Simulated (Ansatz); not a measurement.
# Converging the field response of a BaTiO3 (001), TiO2 faces film

Which settings does the induced dipole of a BaTiO3 (001), TiO2 faces film need, and which can be cut?

Program: Ansatz 0.2.0. Level of theory: plane-wave DFT, PBE, Ansatz PAW, in the first sound run; inputs show where later runs differ. Values are calculated unless marked as measured.

The raw output is cut from this account; settings, times and results stay.

**1. Starting point**

The cell holds 13 atoms: 3 Ti, 8 O and 2 Ba. Cell: a = 4.000 Å, b = 4.000 Å, c = 26.000 Å, α = 90.0°, β = 90.0°, γ = 90.0°. It derives from BaTiO3 (perovskite BaTiO3). Vacuum lies along c.

**2. Run, setting first choice**

The first choice: the default cutoff of 420 eV, a 8×8×1 mesh, 18 Å of vacuum, 0.1 V/Å and a tight threshold. Each later run changes one input against this one; other functionals and files bring their own cutoffs.

File input.yaml:

```yaml
crystal:
  lattice:
    - [4.0, 0.0, 0.0]
    - [0.0, 4.0, 0.0]
    - [0.0, 0.0, 26.0]
  atoms:
    - { symbol: Ti, position: [0.5, 0.5, 0.3461538462] }
    - { symbol: O, position: [0.0, 0.5, 0.3461538462] }
    - { symbol: O, position: [0.5, 0.0, 0.3461538462] }
    - { symbol: Ba, position: [0.0, 0.0, 0.4230769231] }
    - { symbol: O, position: [0.5, 0.5, 0.4230769231] }
    - { symbol: Ti, position: [0.5, 0.5, 0.5] }
    - { symbol: O, position: [0.0, 0.5, 0.5] }
    - { symbol: O, position: [0.5, 0.0, 0.5] }
    - { symbol: Ba, position: [0.0, 0.0, 0.5769230769] }
    - { symbol: O, position: [0.5, 0.5, 0.5769230769] }
    - { symbol: Ti, position: [0.5, 0.5, 0.6538461538] }
    - { symbol: O, position: [0.0, 0.5, 0.6538461538] }
    - { symbol: O, position: [0.5, 0.0, 0.6538461538] }
kpoints:
  mp_grid: { grid: [8, 8, 1] }
hamiltonian:
  xc: pbe
scf:
  occupations: { method: fixed }
  convergence: { dr2_threshold: 1.0e-10 }
efield:
  axis: 3
  dipole_correction: true
  ramp_position: 0.97
  ramp_width: 0.06
  amplitude: 0.1
output:
  write_potential: true
  write_density: true
  volumetric_format: npy
```

Run with:

```
$ ansatz run input.yaml --threads 4 --pin off --max-ram 6144MiB --backend cpu --events-out ev --progress --plain --runs-dir out
```

Elapsed: 6.7 s, on 4 threads of AMD EPYC 9R45, shared host; peak memory 1.2 GiB.

Read from the output:

* gap on the k-mesh: 0.9243 eV
* dipole along the normal: 0.07892 e·Å
* equivalent conductor thickness p/(ε₀AE): 8.925 Å

Running mean over 4.0 Å of the planar mean, with the applied field; the ramp of the sawtooth is left out. The electron's electrostatic potential energy less the highest filled level by z:

```csv
z (Å),electron's electrostatic potential energy less the highest filled level (eV)
3.5,4.30
4.0,4.34
4.5,4.39
5.0,4.44
5.5,4.46
6.0,4.41
6.5,3.94
7.0,2.40
7.5,0.796
8.0,0.0351
8.5,-0.868
9.0,-2.51
9.5,-4.14
10.0,-4.98
10.5,-5.29
11.0,-5.44
11.5,-5.52
12.0,-5.56
12.5,-5.57
13.0,-5.57
13.5,-5.56
14.0,-5.53
14.5,-5.48
15.0,-5.38
15.5,-5.22
16.0,-4.89
16.5,-4.03
17.0,-2.37
17.5,-0.694
18.0,0.256
18.5,1.07
19.0,2.75
19.5,4.37
20.0,4.92
20.5,5.07
21.0,5.15
21.5,5.20
22.0,5.25
22.5,5.30
```

The dipole corresponds to a conductor 8.925 Å thick.

**3. Single point, box 26 Å**

Edit input.yaml of step 2 so:

```diff
@@ -32,2 +32,4 @@
   amplitude: 0.1
+basis:
+  ecutwfc: "250 eV"
 output:
```

It took 2.9 s on 4 threads; peak memory 0.73 GiB; 11 s of CPU time.

The dipole corresponds to a conductor 8.945 Å thick, +0.22 % from the first choice, at 0.43 times its CPU time.

**4. Single point, box 26 Å (run 2)**

Edit input.yaml of step 3 so:

```diff
@@ -33,3 +33,3 @@
 basis:
-  ecutwfc: "250 eV"
+  ecutwfc: "330 eV"
 output:
```

Elapsed: 4.4 s, on 4 threads; peak memory 0.91 GiB.

The dipole corresponds to a conductor 8.930 Å thick, +0.05 % from the first choice, at 0.65 times its CPU time.

**5. Single point, box 26 Å (run 3)**

Edit input.yaml of step 4 so:

```diff
@@ -33,3 +33,3 @@
 basis:
-  ecutwfc: "330 eV"
+  ecutwfc: "600 eV"
 output:
```

Elapsed: 11 s, on 4 threads; peak memory 1.7 GiB; 43 s of CPU time.

The dipole corresponds to a conductor 8.925 Å thick, -0.00 % from the first choice, at 1.7 times its CPU time.

**6. Single point, box 26 Å (run 4)**

Edit input.yaml of step 5 so:

```diff
@@ -20,3 +20,3 @@
 kpoints:
-  mp_grid: { grid: [8, 8, 1] }
+  mp_grid: { grid: [1, 1, 1] }
 hamiltonian:
@@ -32,4 +32,2 @@
   amplitude: 0.1
-basis:
-  ecutwfc: "600 eV"
 output:
```

It took 2.5 s on 4 threads; peak memory 0.45 GiB.

Residual by cycle:

cycle, log10 residual and a bar from the least value:
```
        1        2.1 #########################
       10        2.5 ##############################
       19        0.3 ####
       28       -0.1 
       37        1.4 #################
       46        0.9 ###########
       55        0.1 ###
       64        1.3 #################
       73       -0.1 
       82        1.0 #############
       91        0.6 ########
      100       -0.1
```

The run stopped without converging, so none of its numbers is a property of the system.

After 100 cycles the residual stands at 0.73, with no steady fall over the second half.

The program's message: “Error: did not converge after 100 iterations: dr2 = 7.33e-1 (threshold 1.00e-10), under the density mixer `broyden`, which `scf.mixing.algorithm: auto` chose by the deck's other keys (type `scf.mixing …”

**7. Run, box 26 Å**

Edit input.yaml of step 6 so:

```diff
@@ -20,3 +20,3 @@
 kpoints:
-  mp_grid: { grid: [1, 1, 1] }
+  mp_grid: { grid: [2, 2, 1] }
 hamiltonian:
```

Wall time 1.3 s (4 threads); peak memory 0.78 GiB; 4.5 s of CPU time.

The dipole corresponds to a conductor 9.031 Å thick, +1.18 % from the first choice, at 0.18 times its CPU time.

**8. Run, box 26 Å (run 2)**

Edit input.yaml of step 7 so:

```diff
@@ -20,3 +20,3 @@
 kpoints:
-  mp_grid: { grid: [2, 2, 1] }
+  mp_grid: { grid: [4, 4, 1] }
 hamiltonian:
```

Wall time 2.8 s (4 threads); peak memory 0.88 GiB.

The dipole corresponds to a conductor 8.928 Å thick, +0.03 % from the first choice, at 0.40 times its CPU time.

**9. Run, box 26 Å (run 3)**

Edit input.yaml of step 8 so:

```diff
@@ -20,3 +20,3 @@
 kpoints:
-  mp_grid: { grid: [4, 4, 1] }
+  mp_grid: { grid: [16, 16, 1] }
 hamiltonian:
```

Run time: 21 s. Hardware: 4 threads; peak memory 1.7 GiB.

The dipole corresponds to a conductor 8.925 Å thick, -0.00 % from the first choice, at 3.1 times its CPU time.

**10. Run, box 18 Å**

The cell differs from the one that the last finished run ended in (c 26.000 → 18.000 Å).

input.yaml, the sections that differ from step 9:

```yaml
crystal:
  lattice:
    - [4.0, 0.0, 0.0]
    - [0.0, 4.0, 0.0]
    - [0.0, 0.0, 18.0]
  atoms:
    - { symbol: Ti, position: [0.5, 0.5, 0.2777777778] }
    - { symbol: O, position: [0.0, 0.5, 0.2777777778] }
    - { symbol: O, position: [0.5, 0.0, 0.2777777778] }
    - { symbol: Ba, position: [0.0, 0.0, 0.3888888889] }
    - { symbol: O, position: [0.5, 0.5, 0.3888888889] }
    - { symbol: Ti, position: [0.5, 0.5, 0.5] }
    - { symbol: O, position: [0.0, 0.5, 0.5] }
    - { symbol: O, position: [0.5, 0.0, 0.5] }
    - { symbol: Ba, position: [0.0, 0.0, 0.6111111111] }
    - { symbol: O, position: [0.5, 0.5, 0.6111111111] }
    - { symbol: Ti, position: [0.5, 0.5, 0.7222222222] }
    - { symbol: O, position: [0.0, 0.5, 0.7222222222] }
    - { symbol: O, position: [0.5, 0.0, 0.7222222222] }
kpoints:
  mp_grid: { grid: [8, 8, 1] }
# hamiltonian, scf, efield, output: as in step 9
```

It took 4.4 s on 4 threads; peak memory 0.91 GiB.

The dipole corresponds to a conductor 8.921 Å thick, -0.05 % from the first choice, at 0.66 times its CPU time.

**11. Run, box 22 Å**

The cell differs from the one that the last finished run ended in (c 18.000 → 22.000 Å).

input.yaml, the sections that differ from step 10:

```yaml
crystal:
  lattice:
    - [4.0, 0.0, 0.0]
    - [0.0, 4.0, 0.0]
    - [0.0, 0.0, 22.0]
  atoms:
    - { symbol: Ti, position: [0.5, 0.5, 0.3181818182] }
    - { symbol: O, position: [0.0, 0.5, 0.3181818182] }
    - { symbol: O, position: [0.5, 0.0, 0.3181818182] }
    - { symbol: Ba, position: [0.0, 0.0, 0.4090909091] }
    - { symbol: O, position: [0.5, 0.5, 0.4090909091] }
    - { symbol: Ti, position: [0.5, 0.5, 0.5] }
    - { symbol: O, position: [0.0, 0.5, 0.5] }
    - { symbol: O, position: [0.5, 0.0, 0.5] }
    - { symbol: Ba, position: [0.0, 0.0, 0.5909090909] }
    - { symbol: O, position: [0.5, 0.5, 0.5909090909] }
    - { symbol: Ti, position: [0.5, 0.5, 0.6818181818] }
    - { symbol: O, position: [0.0, 0.5, 0.6818181818] }
    - { symbol: O, position: [0.5, 0.0, 0.6818181818] }
# kpoints, hamiltonian, scf, efield, output: as in step 10
```

The job ended after 5.7 s (4 threads; peak memory 1 GiB; 22 s of CPU time).

The dipole corresponds to a conductor 8.925 Å thick, -0.00 % from the first choice, at 0.84 times its CPU time.

**12. Run, box 34 Å**

The cell differs from the one that the last finished run ended in (c 22.000 → 34.000 Å).

input.yaml, the sections that differ from step 11:

```yaml
crystal:
  lattice:
    - [4.0, 0.0, 0.0]
    - [0.0, 4.0, 0.0]
    - [0.0, 0.0, 34.0]
  atoms:
    - { symbol: Ti, position: [0.5, 0.5, 0.3823529412] }
    - { symbol: O, position: [0.0, 0.5, 0.3823529412] }
    - { symbol: O, position: [0.5, 0.0, 0.3823529412] }
    - { symbol: Ba, position: [0.0, 0.0, 0.4411764706] }
    - { symbol: O, position: [0.5, 0.5, 0.4411764706] }
    - { symbol: Ti, position: [0.5, 0.5, 0.5] }
    - { symbol: O, position: [0.0, 0.5, 0.5] }
    - { symbol: O, position: [0.5, 0.0, 0.5] }
    - { symbol: Ba, position: [0.0, 0.0, 0.5588235294] }
    - { symbol: O, position: [0.5, 0.5, 0.5588235294] }
    - { symbol: Ti, position: [0.5, 0.5, 0.6176470588] }
    - { symbol: O, position: [0.0, 0.5, 0.6176470588] }
    - { symbol: O, position: [0.5, 0.0, 0.6176470588] }
# kpoints, hamiltonian, scf, efield, output: as in step 11
```

Wall time 9.5 s (4 threads); peak memory 1.4 GiB; 37 s of CPU time.

The dipole corresponds to a conductor 8.924 Å thick, -0.01 % from the first choice, at 1.4 times its CPU time.

**13. Single point, box 26 Å (run 5)**

File input.yaml:

```yaml
crystal:
  lattice:
    - [4.0, 0.0, 0.0]
    - [0.0, 4.0, 0.0]
    - [0.0, 0.0, 26.0]
  atoms:
    - { symbol: Ti, position: [0.5, 0.5, 0.3461538462] }
    - { symbol: O, position: [0.0, 0.5, 0.3461538462] }
    - { symbol: O, position: [0.5, 0.0, 0.3461538462] }
    - { symbol: Ba, position: [0.0, 0.0, 0.4230769231] }
    - { symbol: O, position: [0.5, 0.5, 0.4230769231] }
    - { symbol: Ti, position: [0.5, 0.5, 0.5] }
    - { symbol: O, position: [0.0, 0.5, 0.5] }
    - { symbol: O, position: [0.5, 0.0, 0.5] }
    - { symbol: Ba, position: [0.0, 0.0, 0.5769230769] }
    - { symbol: O, position: [0.5, 0.5, 0.5769230769] }
    - { symbol: Ti, position: [0.5, 0.5, 0.6538461538] }
    - { symbol: O, position: [0.0, 0.5, 0.6538461538] }
    - { symbol: O, position: [0.5, 0.0, 0.6538461538] }
kpoints:
  mp_grid: { grid: [8, 8, 1] }
hamiltonian:
  xc: pbe
scf:
  occupations: { method: fixed }
  convergence: { dr2_threshold: 1.0e-10 }
efield:
  axis: 3
  dipole_correction: true
  ramp_position: 0.97
  ramp_width: 0.06
  amplitude: 0.005
output:
  write_potential: true
  write_density: true
  volumetric_format: npy
```

It took 6.5 s on 4 threads; peak memory 1.2 GiB.

The dipole corresponds to a conductor 8.929 Å thick, +0.04 % from the first choice, at 0.97 times its CPU time.

**14. Run, box 26 Å (run 4)**

Edit input.yaml of step 13 so:

```diff
@@ -31,3 +31,3 @@
   ramp_width: 0.06
-  amplitude: 0.005
+  amplitude: 0.03
 output:
```

Wall time 6.4 s (4 threads); peak memory 1.2 GiB.

The dipole corresponds to a conductor 8.926 Å thick, +0.00 % from the first choice, at 0.96 times its CPU time.

**15. Run, box 26 Å (run 5)**

Edit input.yaml of step 14 so:

```diff
@@ -31,3 +31,3 @@
   ramp_width: 0.06
-  amplitude: 0.03
+  amplitude: 0.3
 output:
```

The job ended after 7.9 s (4 threads; peak memory 1.2 GiB).

The dipole corresponds to a conductor 8.929 Å thick, +0.03 % from the first choice, at 1.2 times its CPU time.

**16. Single point, box 26 Å (run 6)**

Edit input.yaml of step 15 so:

```diff
@@ -25,3 +25,3 @@
   occupations: { method: fixed }
-  convergence: { dr2_threshold: 1.0e-10 }
+  convergence: { dr2_threshold: 0.0001 }
 efield:
@@ -31,3 +31,3 @@
   ramp_width: 0.06
-  amplitude: 0.3
+  amplitude: 0.1
 output:
```

Run time: 5.9 s. Hardware: 4 threads; peak memory 1.2 GiB; 23 s of CPU time.

The dipole corresponds to a conductor 9.329 Å thick, +4.52 % from the first choice, at 0.88 times its CPU time.

**17. Single point, box 26 Å (run 7)**

Edit input.yaml of step 16 so:

```diff
@@ -25,3 +25,3 @@
   occupations: { method: fixed }
-  convergence: { dr2_threshold: 0.0001 }
+  convergence: { dr2_threshold: 1.0e-06 }
 efield:
```

The job ended after 5.7 s (4 threads; peak memory 1.1 GiB; 22 s of CPU time).

The dipole corresponds to a conductor 8.909 Å thick, -0.19 % from the first choice, at 0.85 times its CPU time.

**18. Run, box 26 Å (run 6)**

Edit input.yaml of step 17 so:

```diff
@@ -25,3 +25,3 @@
   occupations: { method: fixed }
-  convergence: { dr2_threshold: 1.0e-06 }
+  convergence: { dr2_threshold: 1.0e-08 }
 efield:
```

Elapsed: 5.9 s, on 4 threads; peak memory 1.2 GiB.

The dipole corresponds to a conductor 8.924 Å thick, -0.01 % from the first choice, at 0.89 times its CPU time.

**19. Single point, box 26 Å (run 8)**

This step: plane-wave DFT, LDA, Ansatz PAW (Ansatz 0.2.0).

Edit input.yaml of step 18 so:

```diff
@@ -22,6 +22,6 @@
 hamiltonian:
-  xc: pbe
+  xc: lda
 scf:
   occupations: { method: fixed }
-  convergence: { dr2_threshold: 1.0e-08 }
+  convergence: { dr2_threshold: 1.0e-10 }
 efield:
```

The job ended after 6.6 s (4 threads; peak memory 1.1 GiB; 26 s of CPU time).

The dipole corresponds to a conductor 8.935 Å thick, +0.11 % from the first choice, at 0.99 times its CPU time.

**20. Run, box 26 Å (run 7)**

This step: plane-wave DFT, r2SCAN, Ansatz PAW (Ansatz 0.2.0).

Edit input.yaml of step 19 so:

```diff
@@ -22,3 +22,3 @@
 hamiltonian:
-  xc: lda
+  xc: r2scan
 scf:
```

It took 10 s on 4 threads; peak memory 1.9 GiB; 39 s of CPU time.

The dipole corresponds to a conductor 8.763 Å thick, -1.82 % from the first choice, at 1.5 times its CPU time.

**21. Single point, box 26 Å (run 9)**

This step: plane-wave DFT, PBE, norm-conserving (Ansatz 0.2.0).

Edit input.yaml of step 20 so:

```diff
@@ -22,3 +22,4 @@
 hamiltonian:
-  xc: r2scan
+  xc: pbe
+  pseudopotentials: { kind: nc }
 scf:
```

Elapsed: 34 s, on 4 threads; peak memory 3.9 GiB; 2.2 min of CPU time.

The dipole corresponds to a conductor 8.919 Å thick, -0.07 % from the first choice, at 5.1 times its CPU time.

**22. Run, box 26 Å (run 8)**

This step: plane-wave DFT, PBE, JTH PAW (Ansatz 0.2.0).

Edit input.yaml of step 21 so:

```diff
@@ -23,3 +23,3 @@
   xc: pbe
-  pseudopotentials: { kind: nc }
+  pseudopotentials: { kind: paw, source: jth }
 scf:
```

The job ended after 39 s (4 threads; peak memory 4.9 GiB; 2.6 min of CPU time).

The dipole corresponds to a conductor 8.927 Å thick, +0.02 % from the first choice, at 6.0 times its CPU time.

**23. Side by side**

Times are for 4 threads of AMD EPYC 9R45, shared host. The runs compared:

```csv
no.,setting,equivalent conductor thickness p/(ε₀AE) (Å),time,memory (GiB)
1,first choice,8.925,6.7 s,1.2
2,cutoff 250 eV,8.945,2.9 s,0.73
3,cutoff 330 eV,8.930,4.4 s,0.91
4,cutoff 600 eV,8.925,11 s,1.7
5,mesh 2x2,9.031,1.3 s,0.78
6,mesh 4x4,8.928,2.8 s,0.88
7,mesh 16x16,8.925,21 s,1.7
8,vacuum 10 Å,8.921,4.4 s,0.91
9,vacuum 14 Å,8.925,5.7 s,1.0
10,vacuum 26 Å,8.924,9.5 s,1.4
11,field 0.005 V/Å,8.929,6.5 s,1.2
12,field 0.03 V/Å,8.926,6.4 s,1.2
13,field 0.3 V/Å,8.929,7.9 s,1.2
14,SCF threshold 1e-04 eV,9.329,5.9 s,1.2
15,SCF threshold 1e-06 eV,8.909,5.7 s,1.1
16,SCF threshold 1e-08 eV,8.924,5.9 s,1.2
17,"LDA, Ansatz PAW (420 eV)",8.935,6.6 s,1.1
18,"r2SCAN, Ansatz PAW (500 eV)",8.763,10 s,1.9
19,"PBE, norm-conserving (1240 eV)",8.919,34 s,3.9
20,"PBE, JTH PAW (1380 eV)",8.927,39 s,4.9
```

**24. Results**

- equivalent conductor thickness, first choice: 8.925 Å
- equivalent conductor thickness, cutoff 600 eV: 8.925 Å
- equivalent conductor thickness, mesh 2x2: 9.031 Å
- equivalent conductor thickness, vacuum 26 Å: 8.924 Å
- equivalent conductor thickness, SCF threshold 1e-04 eV: 9.329 Å
- equivalent conductor thickness, LDA, Ansatz PAW (420 eV): 8.935 Å
- equivalent conductor thickness, r2SCAN, Ansatz PAW (500 eV): 8.763 Å

In words: The first choice gives 8.93 Å. Numerical settings off by more than 1 % against it: mesh 2x2 (+1.2 %) and SCF threshold 1e-04 eV (+4.5 %). The cheapest single change that stays within 0.5 % is mesh 4x4, at 40 % of the CPU time. Functionals and files move it by +0.1 % (LDA, Ansatz PAW (420 eV)), -1.8 % (r2SCAN, Ansatz PAW (500 eV)), -0.1 % (PBE, norm-conserving (1240 eV)) and under 0.1 % (PBE, JTH PAW (1380 eV)). The film is symmetric and its atoms are held, so the dipole is the electronic response to the field alone. Times of a few seconds on a shared host rank the settings only roughly. In 2 runs of the series (cutoff 250 eV and vacuum 10 Å) the program warns that electrons reach the sawtooth's ramp, which makes dipole and work function less sure.

[Long decimals in the printed logs are rounded to 6 places.]

[Logs are printed without paths, hosts, clocks, repeated set-up lines and the standing remarks that a program may print on its own settings, such as how far it seeks lower states.]

[Hosts, paths, dates, database ids (printed as entryN), source tags and the programs' standing remarks are cut or masked in the printed files.]

[Maps of the electrostatic potential energy from Ansatz leave out the sawtooth potential of an applied field or a dipole correction, so their vacuum need not be flat; planar profiles and work functions include it.]
